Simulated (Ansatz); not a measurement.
# Core levels in a random alloy: Mg3Mo (Mo on 25 % of the Mg sites, one arrangement), part 2 of 2

Aim: core-level shifts of both metals in Mg3Mo (Mo on 25 % of the Mg sites, one arrangement), site by site.

Ansatz 0.2.0; DFT, PBE, plane-wave PAW, default files, scalar-relativistic.

So far. Step 3 (Valence states): The largest force component on a free atom is 0.016 eV/Å, so the atoms are at rest for these settings too. At the Fermi level the DOS is 11.01 states/eV a cell.

### 4. Core levels by total-energy differences

XPS shifts tell sites apart. Each chosen atom gets a core hole in a self-consistent pass of its own.

The input, input.yaml:

```yaml
crystal:
  lattice:
    - [-4.6580042322, 2.6892999973, 5.0522553741]
    - [-4.6580042322, 2.6892999973, -5.0522553741]
    - [-3.1053361548, -5.3785999947, 5.0522553741]
  atoms:
    - { symbol: Mg_h, position: [0.8868502355, 0.5837853384, 0.6969351029] }
    - { symbol: Mg, position: [0.3832698477, 0.1321988948, 0.7489290471] }
    - { symbol: Mg, position: [0.258460547, 0.7262572302, 0.4677966832] }
    - { symbol: Mo_h, position: [0.7651302246, 0.2275477881, 0.4624175635] }
    - { symbol: Mg, position: [0.6160301673, 0.8702219373, 0.25419177] }
    - { symbol: Mo, position: [0.120084763, 0.34560457, 0.225519807] }
    - { symbol: Mg_h, position: [0.5046136302, 0.4933824077, -0.0112312225] }
    - { symbol: Mg, position: [-0.0014811374, -0.0092077185, -0.0077265811] }
    - { symbol: Mg, position: [0.3446140048, 0.3356038841, 0.4969124931] }
    - { symbol: Mg_h, position: [0.838691391, 0.8415264978, 0.4969124931] }
    - { symbol: Mo_h, position: [0.7552171633, 0.4382113746, 0.2929883493] }
    - { symbol: Mo_h, position: [0.1452230253, 1.0482055126, 0.2929883493] }
    - { symbol: Mg, position: [0.0757893807, 0.5985279003, 0.0268550478] }
    - { symbol: Mg, position: [0.5716728525, 0.1026444285, 0.0268550478] }
    - { symbol: Mg, position: [0.9507816088, 0.2165469869, 0.7648280248] }
    - { symbol: Mg, position: [0.4517189621, 0.7156096336, 0.7648280248] }
kpoints:
  mp_grid: { grid: [6, 6, 6] }
scf:
  occupations: { method: fermi_dirac, width: 0.08 }
  n_extra_bands: 16
hamiltonian:
  xc: pbe
  pseudopotentials: { kind: paw }
output:
  forces: true
  core_levels:
    shells: { Mg_h: "2p", Mo_h: "3d" }
    counted_from: fermi_level
    add_spin: false
```

Command:

```console
$ ansatz run input.yaml --threads 4 --pin off --max-ram 14336MiB --backend cpu --events-out ev --progress --plain --runs-dir out
```

It took 18 min on 4 threads of Arm Neoverse V1, shared host; peak memory 2.7 GiB.

Numbers from this step:

| Item | Value |
| --- | --- |
| symmetry operations | 1 |

Each level is the free energy with the hole less that without it. The electron goes to the Fermi level, so the difference is a binding energy from E_F. The hole's nearest image is 7.4 Å away, and the holes carry no spin, so absolute levels are rough.

```
atom  region  shell  level (eV)  shift (eV)     j lines (eV)  doubts
 Mg1       -     2p       49.59       +0.21    49.77 / 49.50       -
 Mo4       -     3d      226.52       +0.02  228.43 / 225.25       -
 Mg7       -     2p       49.61       +0.23    49.79 / 49.52       -
Mg10       -     2p       49.38       +0.00    49.56 / 49.29       -
Mo11       -     3d      226.50       -0.00  228.41 / 225.23       -
Mo12       -     3d      226.50       +0.00  228.41 / 225.23       -
```

Levels of p, d and f shells are means over their two j lines, weighted by degeneracy; the splitting comes from the atom's own solve. Shifts count from the last listed atom of each element.

The Mg 2p lines of the listed atoms alone (other atoms of the cell aren't counted), as Gaussians 0.8 eV wide, no depth weighting. Table of intensity by Mg 2p level; read off at these points:

```
Mg 2p level (eV)  intensity (%)
           47.90        0.00622
           48.00         0.0204
           48.10         0.0617
           48.20          0.172
           48.30          0.443
           48.40           1.05
           48.50           2.31
           48.60           4.70
           48.70           8.85
           48.80           15.5
           48.90           25.1
           49.00           37.7
           49.10           52.8
           49.20           68.9
           49.30           83.6
           49.40           94.6
           49.50           99.7
           49.52          100.0
           49.60           98.2
           49.70           90.2
           49.80           77.3
           49.90           61.9
           50.00           46.3
           50.10           32.2
           50.20           21.0
           50.30           12.7
           50.40           7.13
           50.50           3.73
           50.60           1.81
           50.70          0.813
           50.80          0.338
           50.90          0.130
           51.00         0.0458
           51.10         0.0150
           51.20        0.00451
```

The Mo 3d lines of the listed atoms alone (other atoms of the cell aren't counted), as Gaussians 0.3 eV wide, no depth weighting. The intensity by Mo 3d level; read off at these points:

Mo 3d level (eV), intensity (%) and a bar:
```
   224.60          0 
   224.80          0 
   225.00         19 ######
   225.20         96 #############################
   225.23        100 ##############################
   225.40         43 #############
   225.60          2 #
   225.80          0 
   226.00          0 
   226.20          0 
   226.40          0 
   226.60          0 
   226.80          0 
   227.00          0 
   227.20          0 
   227.40          0 
   227.60          0 
   227.80          0 
   228.00          0 
   228.20         17 #####
   228.40         66 ####################
   228.60         23 #######
   228.80          1 
   229.00          0
```

### 5. The pure metal: Mg

System of this step: Mg. Symmetry: P6_3/mmc, No. 194, hexagonal system. The conventional cell has a = 3.190 Å, b = 3.190 Å, c = 5.190 Å, α = 90.00°, β = 90.00°, γ = 120.00°. Nearest to Mg lie 12 Mg at 3.18 to 3.19 Å.

Shifts are quoted against the pure metal, so it gets the same hole in a cell of like size.

The input, input.yaml:

```yaml
crystal:
  lattice:
    - [-4.785, 2.7626210381, 5.19]
    - [-4.785, 2.7626210381, -5.19]
    - [-3.19, -5.5252420761, 5.19]
  atoms:
    - { symbol: Mg_h, position: [0.875, 0.625, 0.75] }
    - { symbol: Mg, position: [0.375, 0.125, 0.75] }
    - { symbol: Mg, position: [0.25, 0.75, 0.5] }
    - { symbol: Mg, position: [0.75, 0.25, 0.5] }
    - { symbol: Mg, position: [0.625, 0.875, 0.25] }
    - { symbol: Mg, position: [0.125, 0.375, 0.25] }
    - { symbol: Mg, position: [0.5, 0.5, 0.0] }
    - { symbol: Mg, position: [0.0, 0.0, 0.0] }
    - { symbol: Mg, position: [0.3333333333, 0.3333333333, 0.5] }
    - { symbol: Mg, position: [0.8333333333, 0.8333333333, 0.5] }
    - { symbol: Mg, position: [0.7083333333, 0.4583333333, 0.25] }
    - { symbol: Mg, position: [0.2083333333, 0.9583333333, 0.25] }
    - { symbol: Mg, position: [0.0833333333, 0.5833333333, 0.0] }
    - { symbol: Mg, position: [0.5833333333, 0.0833333333, 0.0] }
    - { symbol: Mg, position: [0.9583333333, 0.2083333333, 0.75] }
    - { symbol: Mg, position: [0.4583333333, 0.7083333333, 0.75] }
kpoints:
  mp_grid: { grid: [4, 4, 4] }
scf:
  occupations: { method: fermi_dirac, width: 0.08 }
  n_extra_bands: 19
hamiltonian:
  xc: pbe
  pseudopotentials: { kind: paw }
output:
  forces: true
  dos:
    projected: true
    de: 0.05
    e_range: [-30, 12]
    method: { smearing: { sigma: 0.1, scheme: gaussian } }
  core_levels:
    shells: { Mg_h: "2p" }
    counted_from: fermi_level
    add_spin: false
```

Elapsed: 30 s, on 4 threads; peak memory 1.2 GiB; 1.9 min of CPU time.

Numbers from this step:

- free energy: -30780.9082 eV
- energy at zero smearing: -30780.8374 eV
- smearing term TS: 0.1416 eV
- Fermi energy: 5.681 eV
- symmetry operations: 4
- share of occupied states in no projected shell: 0.2693 of the occupied states in the window
- DOS at the Fermi level: 7.387 states/eV/cell

The spectra weight each projected shell by its atomic cross section (Dirac–Hartree–Slater) and angular factor, for linear light with the analyser at 30° from the polarisation. Broadening, on top of any smearing of the DOS itself: a Gaussian of 0.15 eV and a Lorentzian of 0.05 eV plus 0.05 times the binding energy (full widths), Fermi edge at 77 K. Curves are cut 10 eV under the photon energy, above any shell that the free atom's threshold puts out of reach, or at the lower edge of the window: 8.7 eV at 21.2 eV, 8.7 eV at 150 eV, 8.7 eV at 900 eV, 8.7 eV at 1486.7 eV and 8.7 eV at 8047.8 eV. Dipole terms alone, which is rough above 3 keV; no background, satellites or final-state effects.

Share of each shell in the spectrum's area (%), by photon energy:

```
 shell  21.2 eV  150 eV  900 eV  1486.7 eV  8047.8 eV
 Mg 3s     95.5    87.0    97.0       98.3       99.7
Mg 3p*      4.5    13.0     3.0        1.7        0.3
```

Levels are total-energy differences with one electron taken from the core. The electron goes to the Fermi level, so the difference is a binding energy from E_F. The hole's nearest image is 7.6 Å away, and the holes carry no spin, so absolute levels are rough.

```
atom  region  shell  level (eV)  shift (eV)   j lines (eV)  doubts
 Mg1     Mg1     2p       49.82           -  50.00 / 49.73       -
```

Levels of p, d and f shells are means over their two j lines, weighted by degeneracy; the splitting comes from the atom's own solve. 

At the Fermi level the DOS is 7.39 states/eV a cell.

### 6. Z+1 stand-in on atom 1

System of this step: Mg11AlMo4. The structure is monoclinic, space group Cm (No. 8). The conventional cell has a = 10.757 Å, b = 10.105 Å, c = 8.216 Å, α = 90.00°, β = 130.89°, γ = 90.00°. Al has 2 Mo at 2.93 to 2.95 Å and 6 Mg at 3.03 to 3.12 Å nearest. Nearest to Mg lie 2 Mo at 2.97 to 3.12 Å and 9 Mg at 2.99 to 3.21 Å. Nearest to Mg lie 7 Mg at 2.98 to 3.28 Å and 1 Al at 3.11 Å and 1 Mo at 3.17 Å. Nearest to Mo lie 3 Mo at 2.48 to 2.94 Å and 8 Mg at 2.92 to 3.28 Å and 1 Al at 2.95 Å. Nearest to Mg lie 8 Mg at 3.01 to 3.16 Å and 1 Mo at 3.02 Å. Mo has 3 Mo at 2.49 to 2.94 Å and 1 Al at 2.93 Å and 6 Mg at 2.94 to 3.22 Å nearest. It derives from Mg. Farther neighbours are not listed.

An atom with a screened core hole acts much like the next element, so swapping it gives a second estimate of the shift between sites.

The input, input.yaml:

```yaml
crystal:
  lattice:
    - [-4.6580042322, 2.6892999973, 5.0522553741]
    - [-4.6580042322, 2.6892999973, -5.0522553741]
    - [-3.1053361548, -5.3785999947, 5.0522553741]
  atoms:
    - { symbol: Al, position: [0.8868502355, 0.5837853384, 0.6969351029] }
    - { symbol: Mg, position: [0.3832698477, 0.1321988948, 0.7489290471] }
    - { symbol: Mg, position: [0.258460547, 0.7262572302, 0.4677966832] }
    - { symbol: Mo, position: [0.7651302246, 0.2275477881, 0.4624175635] }
    - { symbol: Mg, position: [0.6160301673, 0.8702219373, 0.25419177] }
    - { symbol: Mo, position: [0.120084763, 0.34560457, 0.225519807] }
    - { symbol: Mg, position: [0.5046136302, 0.4933824077, -0.0112312225] }
    - { symbol: Mg, position: [-0.0014811374, -0.0092077185, -0.0077265811] }
    - { symbol: Mg, position: [0.3446140048, 0.3356038841, 0.4969124931] }
    - { symbol: Mg, position: [0.838691391, 0.8415264978, 0.4969124931] }
    - { symbol: Mo, position: [0.7552171633, 0.4382113746, 0.2929883493] }
    - { symbol: Mo, position: [0.1452230253, 1.0482055126, 0.2929883493] }
    - { symbol: Mg, position: [0.0757893807, 0.5985279003, 0.0268550478] }
    - { symbol: Mg, position: [0.5716728525, 0.1026444285, 0.0268550478] }
    - { symbol: Mg, position: [0.9507816088, 0.2165469869, 0.7648280248] }
    - { symbol: Mg, position: [0.4517189621, 0.7156096336, 0.7648280248] }
kpoints:
  mp_grid: { grid: [6, 6, 6] }
scf:
  occupations: { method: fermi_dirac, width: 0.08 }
  n_extra_bands: 16
hamiltonian:
  xc: pbe
  pseudopotentials: { kind: paw }
output:
  forces: true
  stress: true
```

It took 50 s on 4 threads; peak memory 1.9 GiB; 3.3 min of CPU time.

Numbers from this step:

```yaml
free_energy: -41519.6636 eV
energy_at_zero_smearing: -41519.5505 eV
smearing_term_ts: 0.2264 eV
fermi_energy: 8.198 eV
symmetry_operations: 2
pressure: -3.011 GPa
```

Forces of up to 0.58 eV/Å remain, so this geometry is not at rest at this level. At -3.0 GPa the cell is away from the equilibrium volume of this level: left free, it would shrink.

### 7. Z+1 stand-in on atom 10

System of this step: Mg11AlMo4. The cell holds 16 atoms: 11 Mg, 4 Mo and 1 Al. Cell: a = 7.379 Å, b = 7.379 Å, c = 8.006 Å, α = 115.6°, β = 64.4°, γ = 86.4°. It derives from Mg and Mo.

The same swap on atom 10.

input.yaml: that of step 6 with these lines changed.

```diff
@@ -6,3 +6,3 @@
   atoms:
-    - { symbol: Al, position: [0.8868502355, 0.5837853384, 0.6969351029] }
+    - { symbol: Mg, position: [0.8868502355, 0.5837853384, 0.6969351029] }
     - { symbol: Mg, position: [0.3832698477, 0.1321988948, 0.7489290471] }
@@ -15,3 +15,3 @@
     - { symbol: Mg, position: [0.3446140048, 0.3356038841, 0.4969124931] }
-    - { symbol: Mg, position: [0.838691391, 0.8415264978, 0.4969124931] }
+    - { symbol: Al, position: [0.838691391, 0.8415264978, 0.4969124931] }
     - { symbol: Mo, position: [0.7552171633, 0.4382113746, 0.2929883493] }
@@ -23,3 +23,3 @@
 kpoints:
-  mp_grid: { grid: [6, 6, 6] }
+  mp_grid: { grid: [4, 4, 6] }
 scf:
```

The job ended after 38 s (4 threads; peak memory 1.6 GiB).

This step gave:

```
free energy             : -41519.8970 eV
energy at zero smearing : -41519.7868 eV
smearing term TS        : 0.2203 eV
Fermi energy            : 8.184 eV
symmetry operations     : 1
pressure                : -3.112 GPa
```

The run ends at a pressure of -3.11 GPa, with forces up to 0.46 eV/Å.

### 8. Results

| Quantity | Value |
| --- | --- |
| Mg 2p shift from the pure metal | -0.43 to -0.20 eV |
| shift of Mg1 against Mg10 | +0.23 eV by Z+1, +0.21 eV by core holes |
| spread of the Mg level over the listed sites | 0.23 eV |
| spread of the Mo level over the listed sites | 0.02 eV |
| strongest listed peak within 13 eV of the zero, at 1486.7 eV | 1.9 eV binding, mostly Mo 4d |
| strongest listed peak within 13 eV of the zero, at 21.2 eV | 1.9 eV binding, mostly Mo 4d |
| Mo 4d centre of the filled part | -1.83 eV (5.8 states an atom) |

**Reading.** Core shifts: Mg -0.43 to -0.20 eV. Among the sites run, the most bound Mg 2p level is that of Mg7, bonded to 8 Mg and 2 Mo; the least bound, 0.23 eV shallower, that of Mg10, bonded to 8 Mg and 4 Mo. In the main run, from 1486.7 eV towards hard X-rays the Mo 5s share grows by 22 points, as its cross section falls more slowly with photon energy than those of the shells it gains on. Shifts mix charge transfer, volume and screening, so their sign doesn't give the direction of charge flow by itself.

[Logs are printed without paths, hosts, clocks, repeated set-up lines and the standing remarks that a program may print on its own settings, such as how far it seeks lower states.]

[Hosts, paths, dates, database ids (printed as entryN), source tags and the programs' standing remarks are cut or masked in the printed files.]

[Maps of the electrostatic potential energy from Ansatz leave out the sawtooth potential of an applied field or a dipole correction, so their vacuum need not be flat; work functions include it.]
